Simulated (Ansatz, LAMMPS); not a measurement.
# Glassy 85GeO2-7MgO-7K2O (mol %) (79 atoms): where an added charge goes: runs compared

Does an extra electron or hole in glassy 85GeO2-7MgO-7K2O (mol %) (79 atoms) stay spread out, or do the atoms trap it?

Computed with Ansatz 0.2.0: Kohn-Sham DFT, PBE, PAW (set soft_2), plane waves.

**1. The cell as built**

The cell holds 79 atoms: 23 Ge, 2 Mg, 4 K and 50 O. Its edges and angles: a = 10.670 Å, b = 10.670 Å, c = 10.670 Å, α = 90.0°, β = 90.0°, γ = 90.0°. 79 atoms (23 Ge, 2 Mg, 4 K, 50 O) placed at random at 3.57 g/cm³, melted at 4000 K for 10 ps at fixed volume with the Morse and Coulomb pair potential with partial charges (Pedone, Malavasi, Menziani, Cormack and Segre, J. Phys. Chem. B 110, 11780 (2006)). Quenched from 4000 K to 300 K at 20 K/ps and fixed volume, held 10 ps at zero pressure.

Limits known from the start: The quench rate of 20 K/ps far exceeds what a furnace or splat quench reaches, so expect more defects and frozen-in strain than in a real sample. The network of bonds at the start is that of the classical potential that made the cell, and needn't be the one that DFT or experiment would give. Only the Γ point is sampled, in a cell whose shortest periodic width is 11 Å.

**2. The reference run**

The reference is a single point at the end of the relaxation.

The charged cells start from the geometry of this run, on a uniform background, with spin and a narrow Fermi–Dirac smearing.

Its input, with most atom lines left out:

```yaml
crystal:
  lattice:
    - [10.6696, 0.0, 0.0]
    - [0.0, 10.6696, 0.0]
    - [0.0, 0.0, 10.6696]
  atoms:
    - { symbol: Ge, position: [0.01345, 0.47331, 0.07797] }
    - { symbol: Ge, position: [0.29665, 0.97536, 0.38063] }
    - { symbol: Ge, position: [0.70671, 0.27674, 0.43064] }
    - { symbol: Ge, position: [0.54334, 0.62455, 0.18274] }
    - { symbol: Ge, position: [0.45452, 0.34919, 0.23912] }
    - { symbol: Ge, position: [0.041, 0.5944, 0.53829] }
    - { symbol: Ge, position: [0.81857, 0.72242, 0.11517] }
    [... atom lines 8 to 79 left out ...]
kpoints:
  mp_grid: { grid: [1, 1, 1] }
hamiltonian:
  xc: pbe
scf:
  occupations: { method: fixed }
output:
  forces: true
  stress: true
  populations: true
  dos:
    method: { smearing: { sigma: 0.15 } }
    de: 0.1
    projected: { site_lists: { Ge: [Ge], K: [K], Mg: [Mg], O: [O] } }
  eigenvalues: true
  write_density: true
  write_potential: true
  volumetric_format: npy
  elf: true
```

- free energy per atom: -1736.2157 eV/atom
- r.m.s. force component: 0.01123 eV/Å
- pressure: -0.534 GPa

Filled and empty levels are parted by 1.70 eV (at Γ alone); a semilocal functional tends to put such gaps too low. In a disordered cell it changes from sample to sample, and tail or defect levels can set it.

**3. The runs**

Each row is one run, on 4 threads of Intel Xeon at 2.80GHz (Skylake/Cascade Lake), shared host. The free energy is the program's total, comparable only between runs with the same functional, potentials and atoms; between charge states it hangs on the program's zero of potential.

```
                                              run  atoms    outcome  ionic steps, all passes  free energy (eV)     time  host memory (GiB)
                        Single point at the start     79  converged                        -       -137151.016     17 s                1.6
                                       Relaxation     79  converged                       25       -137161.038  6.1 min                1.6
             Single point at the relaxed geometry     79  converged                        -       -137161.038     31 s                1.7
                    An extra electron, atoms held     79  converged                        -       -137155.152     83 s                2.8
                 An extra electron, atoms relaxed     79  converged                        3       -137155.180  2.2 min                2.8
An extra electron, levels at the relaxed geometry     79  converged                        -       -137155.180     92 s                2.8
          Neutral at the geometry of the electron     79  converged                        -       -137161.012     26 s                1.7
                        An extra hole, atoms held     79  converged                        -       -137164.803     95 s                2.8
                     An extra hole, atoms relaxed     79  converged                       17       -137165.260  7.6 min                2.8
    An extra hole, levels at the relaxed geometry     79  converged                        -       -137165.260     46 s                2.8
              Neutral at the geometry of the hole     79  converged                        -       -137160.027     25 s                1.7
```

A closer look about O44, which holds the most spin of the extra hole after relaxation: 10 atoms, nearest first, numbered in the order of the input, with positions taken from that point.

```
atom      x      y      z  distance (Å)  Löwdin charge (e)  moment (μB)
 O44   0.00   0.00   0.00          0.00              -0.56         0.47
Ge15  -1.34   1.11  -0.22          1.75               1.56         0.00
 O77   1.76   1.63   0.10          2.40              -0.77         0.32
Ge22   2.50   0.25  -0.73          2.62               1.57         0.00
 K27   0.93  -0.82   2.36          2.67               0.85         0.00
 O75   1.63  -0.41  -2.13          2.71              -0.72         0.00
 O57  -1.39   2.08   1.27          2.81              -0.73         0.00
 O33  -1.12   2.30  -1.55          2.99              -0.73         0.00
 O35  -2.99   0.36  -0.25          3.02              -0.72         0.02
 O66   2.93  -0.95   0.52          3.13              -0.75         0.00
```

**4. Energies and spread of the extra charge**

Energies are differences within one cell and functional; the shift is the gain plus the neutral cell's energy at the new geometry, that is how much cheaper the vertical process becomes there. The spread is the participation number of the site moments (1/Σw², over the spin inside atomic spheres), with the atom that holds the largest share and the spin that the spheres hold in all.

```csv
carrier,"charged less neutral, atoms held (eV)",gain on relaxing (eV),"neutral cell at that geometry, less the reference (eV)",shift of the vertical energy (eV),"spread, atoms held","spread, relaxed"
electron,5.886,0.028,0.025,0.053,66; O35 3 % of 0.24 μB,65; O35 3 % of 0.27 μB
hole,-3.765,0.458,1.011,1.469,8; O77 21 % of 0.81 μB,2; O44 56 % of 0.84 μB
```

**5. Outcome**

The extra electron gains 0.028 eV as the atoms relax, and its spin stays on about 65 atoms: it stays spread out at this level. The cell with the electron ends on a moment of 0.61 μB, short of the 1 μB of one unpaired electron, so the spin density holds only part of the carrier. With the atoms held, the spheres hold only 0.24 of the 0.55 μB, so the spread is read from a small part of the spin. The extra hole gains 0.46 eV as the atoms relax, and its spin goes from about 8 to 2 atoms: the atoms trap it, with the largest share on O44. The O44–Ge22 distance goes from 2.17 to 2.62 Å. Adding the two vertical energies gives 2.12 eV, against a gap of 1.70 eV in the neutral cell. The zero of the potential cancels in this sum; the excess isn't taken apart here: charging of a small cell, filling of bands on a coarse mesh and the attraction to the background can all enter.

Caveats: Single energies of charged cells hang on the program's zero of potential. In the spin-polarised runs the search for a state of lower energy was switched off. No distortion was seeded, so a trapped state behind a barrier can't be found. Local and semilocal functionals favour spread-out charges, so trapping can be missed. Charged cells carry a uniform background, with no correction for images.

The DFT runs together took 23 min of wall time.

[Logs are printed without paths, hosts, clocks, repeated set-up lines and the standing remarks that a program may print on its own settings, such as how far it seeks lower states.]

[Hosts, paths, dates, database ids (printed as entryN), source tags and the programs' standing remarks are cut or masked in the printed files.]
